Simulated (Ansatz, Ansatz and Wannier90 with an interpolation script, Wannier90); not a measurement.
## BaTiO3 (P4mm): what limits a Wannier interpolation of GW

Aim: vary the Wannier model and the GW settings for BaTiO3 (P4mm) and see what the interpolated bands lose.

Main program and level: Wannier90 4.0.3; maximally localised Wannier functions from the overlaps of LDA states (plane waves, PAW).

Most raw output is cut from this account.

The database entry behind the starting cell differs from later determinations by our own check (c/a about 0.6 % short), so it need not match the best structure at ambient conditions.

## 1. The structure

It takes space group P4mm (No. 99, tetragonal). Conventional cell: a = 4.000 Å, b = 4.000 Å, c = 4.018 Å, α = 90.00°, β = 90.00°, γ = 90.00°. Nearest to Ba lie 12 O at 2.79 to 2.88 Å. Nearest to Ti lie 6 O at 1.89 to 2.13 Å. Nearest to O lie 2 Ti at 1.89 to 2.13 Å and 4 Ba at 2.83 Å. Nearest to O lie 2 Ti at 2.00 Å and 4 Ba at 2.79 to 2.88 Å. Farther neighbours and most contacts between anions are not listed.

As a file:

```cif
data_structure
_symmetry_space_group_name_H-M 'P4mm'
_symmetry_Int_Tables_number 99
_cell_length_a 3.9998
_cell_length_b 3.9998
_cell_length_c 4.0180
_cell_angle_alpha 90.000
_cell_angle_beta 90.000
_cell_angle_gamma 90.000
_cell_volume 64.28
loop_
_atom_site_label
_atom_site_type_symbol
_atom_site_symmetry_multiplicity
_atom_site_Wyckoff_symbol
_atom_site_fract_x
_atom_site_fract_y
_atom_site_fract_z
_atom_site_occupancy
Ba1 Ba 1 a 0.00000 0.00000 0.00000 1
Ti1 Ti 1 b 0.50000 0.50000 0.49000 1
O1 O 1 b 0.50000 0.50000 0.01900 1
O2 O 2 c 0.50000 0.00000 0.51700 1
```

The cell and positions come from the Crystallography Open Database and are kept as given unless a step says otherwise. Spin-orbit coupling is left out unless a step names it.

## 2. Wannier model on 8×8×8, by Wannier90

Localised functions give a small Hamiltonian that interpolates between mesh points at no cost.

Input file w.win:

```
num_iter = 1200
conv_tol = 1.0e-8
conv_window = 5
dis_num_iter = 4000
dis_conv_tol = 1.0e-8
dis_mix_ratio = 0.7
write_hr = true
use_ws_distance = false
num_print_cycles = 50
! ansatz wannier90 interface
! projections by site (counted from 0) and shell: 2 2P, 3 2P, 4 2P, 1 3D
! states of the run's bands (counted from 1): 1-31
num_bands = 31
num_wann  = 14
dis_win_min = 5.26
dis_win_max = 18.61
dis_froz_min = 5.26
dis_froz_max = 14.06
guiding_centres = true

begin unit_cell_cart
Ang
                   3.9998                      0.0                      0.0
                      0.0                   3.9998                      0.0
                      0.0                      0.0                    4.018
end unit_cell_cart

begin atoms_frac
Ba                       0.0                      0.0                      0.0
Ti                       0.5                      0.5                     0.49
O                        0.5                      0.5                    0.019
O                        0.5                      0.0                    0.517
O                        0.0                      0.5                    0.517
end atoms_frac

mp_grid = 8 8 8

[... the mesh's points ...]
```

Run with:

```console
> OMP_NUM_THREADS=1 mpirun -n 8 wannier90.x w > wannier90.x.log
```

Wall time 4.7 s (8 MPI ranks of Arm Neoverse V2, shared host); 35 s of CPU time.

Numbers from this step:

- gauge-invariant spread: 14.73 Å²
- diagonal spread: 6.60e-4 Å²
- off-diagonal spread: 0.3051 Å²
- total spread: 15.04 Å²
- disentanglement steps: 73
- r.m.s. interpolation error: 1.15e-4 eV
- r.m.s. error near the gap: 1.14e-4 eV

Near the gap the model misses directly solved bands by 0.1 meV r.m.s. and by 1 meV at most in the window tested. This tests the starting bands, not the corrections carried with them.

## 3. Wannier model on 8×8×8, by the program's own minimiser

This step: maximally localised Wannier functions, LDA, plane waves, PAW.

Input file input.yaml:

```yaml
crystal:
  lattice:
    - [3.9998, 0.0, 0.0]
    - [0.0, 3.9998, 0.0]
    - [0.0, 0.0, 4.018]
  atoms:
    - { symbol: Ba, position: [0.0, 0.0, 0.0] }
    - { symbol: Ti, position: [0.5, 0.5, 0.49] }
    - { symbol: O, position: [0.5, 0.5, 0.019] }
    - { symbol: O, position: [0.5, 0.0, 0.517] }
    - { symbol: O, position: [0.0, 0.5, 0.517] }
kpoints:
  mp_grid: { grid: [4, 4, 4] }
hamiltonian:
  xc: lda
scf:
  occupations: { method: fixed }
  n_extra_bands: 34
output:
  wannier:
    kmesh: [8, 8, 8]
    projections: [{ species: O, l: p, shell: 2 }, { species: Ti, l: d, shell: 3 }]
    minimise: true
    write_hr: true
    seedname: w
    conv_tol: 1.0e-06
    max_iter: 20000
    stability_check: false
    disentanglement:
      window: [5.26, 18.61]
      frozen_window: [5.26, 14.06]
      conv_tol: 1.0e-08
```

Run with:

```console
> ansatz run input.yaml --threads 8 --pin off --max-ram 18432MiB --backend cpu --events-out ev --progress --plain --runs-dir out
```

Run time: 6.5 s. Hardware: 8 threads; peak memory 0.94 GiB; 36 s of CPU time.

Numbers from this step:

| Property | Result |
| --- | --- |
| gauge-invariant spread | 14.73 Å² |
| diagonal spread | 6.60e-4 Å² |
| off-diagonal spread | 0.3050 Å² |
| total spread | 15.04 Å² |
| least projectability | 0.6572 |
| localisation steps | 37 |
| disentanglement steps | 96 |
| r.m.s. interpolation error | 1.14e-4 eV |
| r.m.s. error near the gap | 1.14e-4 eV |

Near the gap the model misses directly solved bands by 0.1 meV r.m.s. and by 1 meV at most in the window tested. This tests the starting bands, not the corrections carried with them.

Frozen up to 4.14 eV; above it the model need not follow the bands. The electronic bands at the labelled points (eV, zero at the valence-band top; v1 is the highest filled band, c1 the lowest empty one):

```csv
point,v4,v3,v2,v1,c1,c2,c3,c4
Γ,-1.17,-0.26,-0.25,-0.25,1.74,1.96,1.96,4.06
halfway,-1.55,-1.22,-0.64,-0.54,2.01,2.71,2.73,4.12
X,-1.84,-1.74,-0.91,-0.80,2.07,3.49,3.53,4.11
halfway,-1.48,-1.44,-1.05,-0.48,2.77,3.54,3.63,4.69
M,-1.74,-0.93,-0.93,-0.05,3.55,3.55,3.94,4.79
halfway,-1.71,-1.10,-0.89,-0.47,2.65,2.84,3.07,4.64
Γ,-1.17,-0.26,-0.25,-0.25,1.74,1.96,1.96,4.06
halfway,-1.59,-1.26,-0.48,-0.48,1.80,2.82,2.82,4.05
Z,-1.94,-1.94,-0.67,-0.67,1.87,3.55,3.55,4.06
halfway,-1.40,-1.27,-1.08,-0.56,2.77,3.56,3.63,4.72
R,-1.71,-0.87,-0.85,-0.13,3.52,3.58,3.93,4.93
halfway,-2.46,-0.56,-0.51,-0.10,3.82,3.83,4.05,6.43
A,-2.37,-0.08,-0.08,0.00,4.18,4.18,4.18,7.58
halfway,-2.15,-0.88,-0.64,-0.57,3.27,3.71,3.75,5.96
Z,-1.94,-1.94,-0.67,-0.67,1.87,3.55,3.55,4.06
jump to X,-1.84,-1.74,-0.91,-0.80,2.07,3.49,3.53,4.11
halfway,-1.38,-1.38,-1.14,-0.55,2.87,3.51,3.64,4.74
R,-1.71,-0.87,-0.85,-0.13,3.52,3.58,3.93,4.93
jump to M,-1.74,-0.93,-0.93,-0.05,3.55,3.55,3.94,4.79
halfway,-2.49,-0.60,-0.60,-0.02,3.84,3.84,4.06,6.29
A,-2.37,-0.08,-0.08,0.00,4.18,4.18,4.18,7.58
```

The same for Kohn-Sham, solved directly:

```csv
point,v4,v3,v2,v1,c1,c2,c3,c4
Γ,-1.17,-0.26,-0.25,-0.25,1.74,1.96,1.96,4.06
X,-1.84,-1.74,-0.91,-0.80,2.07,3.49,3.53,4.11
M,-1.74,-0.93,-0.93,-0.05,3.55,3.55,3.94,4.76
Γ,-1.17,-0.26,-0.25,-0.25,1.74,1.96,1.96,4.06
Z,-1.94,-1.94,-0.67,-0.67,1.87,3.55,3.55,4.06
R,-1.71,-0.87,-0.85,-0.13,3.52,3.58,3.93,4.89
A,-2.37,-0.08,-0.08,0.00,4.18,4.18,4.18,6.59
Z,-1.94,-1.94,-0.67,-0.67,1.87,3.55,3.55,4.06
X,-1.84,-1.74,-0.91,-0.80,2.07,3.49,3.53,4.11
R,-1.71,-0.87,-0.85,-0.13,3.52,3.58,3.93,4.89
M,-1.74,-0.93,-0.93,-0.05,3.55,3.55,3.94,4.76
A,-2.37,-0.08,-0.08,0.00,4.18,4.18,4.18,6.59
```

## 4. Wannier model on 4×4×4, by Wannier90

This step: maximally localised Wannier functions from the overlaps of LDA states (plane waves, PAW).

w.win, as its differences from that of step 2:

```diff
@@ -35,3 +35,3 @@
 
-mp_grid = 8 8 8
+mp_grid = 4 4 4
```

Run with:

```console
> OMP_NUM_THREADS=1 mpirun -n 8 wannier90.x w > wannier90.x.log
```

Wall time 1.1 s (8 MPI ranks).

Numbers from this step:

```
gauge-invariant spread     : 13.90 Å²
diagonal spread            : 4.10e-4 Å²
off-diagonal spread        : 0.2983 Å²
total spread               : 14.19 Å²
disentanglement steps      : 31
r.m.s. interpolation error : 0.001887 eV
r.m.s. error near the gap  : 0.001831 eV
```

Near the gap the model misses directly solved bands by 1.8 meV r.m.s. and by 16 meV at most in the window tested. This tests the starting bands, not the corrections carried with them.

Frozen up to 4.14 eV; above it the model need not follow the bands. Electronic bands along the path, in eV, zero at the valence-band top; v1 is the highest filled band, c1 the lowest empty one:

```csv
point,v4,v3,v2,v1,c1,c2,c3,c4
Γ,-1.17,-0.26,-0.25,-0.25,1.74,1.96,1.96,4.06
halfway,-1.55,-1.22,-0.64,-0.54,2.01,2.71,2.73,4.12
X,-1.84,-1.74,-0.91,-0.80,2.07,3.49,3.53,4.11
halfway,-1.48,-1.44,-1.05,-0.48,2.77,3.54,3.63,4.70
M,-1.74,-0.93,-0.93,-0.05,3.55,3.55,3.94,4.82
halfway,-1.71,-1.10,-0.89,-0.47,2.65,2.84,3.07,4.65
Γ,-1.17,-0.26,-0.25,-0.25,1.74,1.96,1.96,4.06
halfway,-1.59,-1.26,-0.48,-0.48,1.80,2.82,2.82,4.05
Z,-1.94,-1.94,-0.67,-0.67,1.87,3.55,3.55,4.06
halfway,-1.40,-1.27,-1.08,-0.56,2.77,3.56,3.63,4.73
R,-1.71,-0.87,-0.85,-0.13,3.52,3.58,3.93,4.95
halfway,-2.46,-0.56,-0.51,-0.10,3.82,3.83,4.05,6.46
A,-2.37,-0.08,-0.08,0.00,4.18,4.18,4.18,7.63
halfway,-2.15,-0.88,-0.64,-0.57,3.27,3.71,3.75,5.98
Z,-1.94,-1.94,-0.67,-0.67,1.87,3.55,3.55,4.06
jump to X,-1.84,-1.74,-0.91,-0.80,2.07,3.49,3.53,4.11
halfway,-1.38,-1.38,-1.14,-0.55,2.87,3.51,3.64,4.75
R,-1.71,-0.87,-0.85,-0.13,3.52,3.58,3.93,4.95
jump to M,-1.74,-0.93,-0.93,-0.05,3.55,3.55,3.94,4.82
halfway,-2.49,-0.60,-0.60,-0.02,3.84,3.84,4.06,6.34
A,-2.37,-0.08,-0.08,0.00,4.18,4.18,4.18,7.63
```

The same for Kohn-Sham, solved directly:

(Unchanged from step 3.)

## 5. G0W0: 4×4×4 mesh, 268 empty bands, screening to 150 eV

Now the one-shot GW correction: screening in the RPA, then the self-energy of the levels asked for.

This step: G0W0 on LDA, plane waves, PAW.

input.yaml, the sections that differ from step 3:

```yaml
scf:
  occupations: { method: fixed }
gw:
  n_empty_bands: 268
  ecut_chi: 150.0
  qp_bands: [v9, c5]
  screening: { model: contour_deformation }
# crystal, kpoints, hamiltonian: as in step 3
# output: removed
```

Run with:

```console
> ansatz run input.yaml --threads 8 --pin off --max-ram 18432MiB --backend cpu --events-out ev --progress --plain --runs-dir out
```

It took 2.1 min on 8 threads; peak memory 2 GiB; 15 min of CPU time.

The G0W0 gap on the mesh is 3.328 eV.

## 6. G0W0: 2×2×2 mesh, 268 empty bands, screening to 150 eV

input.yaml, as its differences from that of step 5:

```diff
@@ -12,3 +12,3 @@
 kpoints:
-  mp_grid: { grid: [4, 4, 4] }
+  mp_grid: { grid: [2, 2, 2] }
 hamiltonian:
```

Elapsed: 7.6 s, on 8 threads; peak memory 1 GiB.

The G0W0 gap on the mesh is 2.835 eV.

## 7. G0W0: 4×4×4 mesh, 124 empty bands, screening to 90 eV

input.yaml, as its differences from that of step 6:

```diff
@@ -12,3 +12,3 @@
 kpoints:
-  mp_grid: { grid: [2, 2, 2] }
+  mp_grid: { grid: [4, 4, 4] }
 hamiltonian:
@@ -18,4 +18,4 @@
 gw:
-  n_empty_bands: 268
-  ecut_chi: 150.0
+  n_empty_bands: 124
+  ecut_chi: 90
   qp_bands: [v9, c5]
```

Wall time 30 s (8 threads); peak memory 0.87 GiB; 3.2 min of CPU time.

The G0W0 gap on the mesh is 3.325 eV.

## 8. G0W0: 4×4×4 mesh, 268 empty bands, screening to 150 eV, plasmon pole

input.yaml, as its differences from that of step 7:

```diff
@@ -18,5 +18,5 @@
 gw:
-  n_empty_bands: 124
-  ecut_chi: 90
+  n_empty_bands: 268
+  ecut_chi: 150.0
   qp_bands: [v9, c5]
-  screening: { model: contour_deformation }
+  screening: { model: godby_needs }
```

Run time: 3.4 min. Hardware: 8 threads; peak memory 2 GiB.

The G0W0 gap on the mesh is 3.324 eV.

## 9. Interpolated results

Times are wall times on 8 threads of Arm Neoverse V2, shared host, good to a factor of about two.

```csv
GW mesh,empty bands,cutoff (eV),frequency,gap on mesh (eV),gap over zone (eV),direct gap (eV),valence width (eV),GW time
4×4×4,268,150,contour deformation,3.328,3.328,3.565,4.637,2.1 min
2×2×2,268,150,contour deformation,2.835,3.096,3.376,4.645,7.6 s
4×4×4,124,90,contour deformation,3.325,3.325,3.545,4.719,30 s
4×4×4,268,150,plasmon pole,3.324,3.324,3.566,4.927,3.4 min
```

## 10. What came out

| Quantity | Value |
| --- | --- |
| 4×4×4 mesh, 268 empty bands, screening to 150 eV | 3.33 eV |
| 2×2×2 mesh, 268 empty bands, screening to 150 eV | 3.10 eV |
| 4×4×4 mesh, 124 empty bands, screening to 90 eV | 3.33 eV |
| 4×4×4 mesh, 268 empty bands, screening to 150 eV, plasmon pole | 3.32 eV |

**Reading.** The largest change, −0.23 eV in the gap over the zone, comes with 2×2×2 mesh, 268 empty bands, screening to 150 eV. The first run is a reference, not a converged one, and where a row moves several settings no single cause can be named. Rows on another GW mesh add that mesh's corrections to the bands of the one model. The program's own minimiser ends at the same spread as the first model, 15.0 Å², from the same trial orbitals; this need not be the lowest minimum. Coarser Wannier mesh (4×4×4): the miss near the gap goes from under 1 (the model on 8×8×8) to 2 meV and the total spread from 15.0 to 14.2 Å². With 2×2×2 mesh, 268 empty bands, screening to 150 eV the gap over the zone moves by −0.23 eV and that on the mesh by −0.49 eV. With 4×4×4 mesh, 124 empty bands, screening to 90 eV the gap over the zone moves by −0.003 eV and that on the mesh by −0.003 eV. With 4×4×4 mesh, 268 empty bands, screening to 150 eV, plasmon pole the gap over the zone moves by −0.004 eV and that on the mesh by −0.004 eV. Gaps over the zone and on the mesh differ where an edge lies off the mesh, or where a GW run starts from another density: the starting gap over the zone is 1.740 eV, on the GW meshes it is 1.740 eV and 1.480 eV. The 4×4×4 mesh is coarse for this cell (its supercell is 16 Å along the shortest edge). The RPA ε∞ on it, from the LDA start, is 6.30 and 6.72; such meshes misread the long-range screening, most where the gap is narrow. The many-body steps are scalar-relativistic: spin-orbit coupling is not in them.

[Paths, hosts, dates, memory and timing lines, banners, echoed tables and standing remarks are left out of the program output.]

[Logs are printed without paths, hosts, clocks, repeated set-up lines and the standing remarks that a program may print on its own settings, such as how far it seeks lower states.]

[Runs of the session that timed out or met a known fault of the program may be left out.]

[Hosts, paths, dates, database ids (printed as entryN), source tags and the programs' standing remarks are cut or masked in the printed files.]
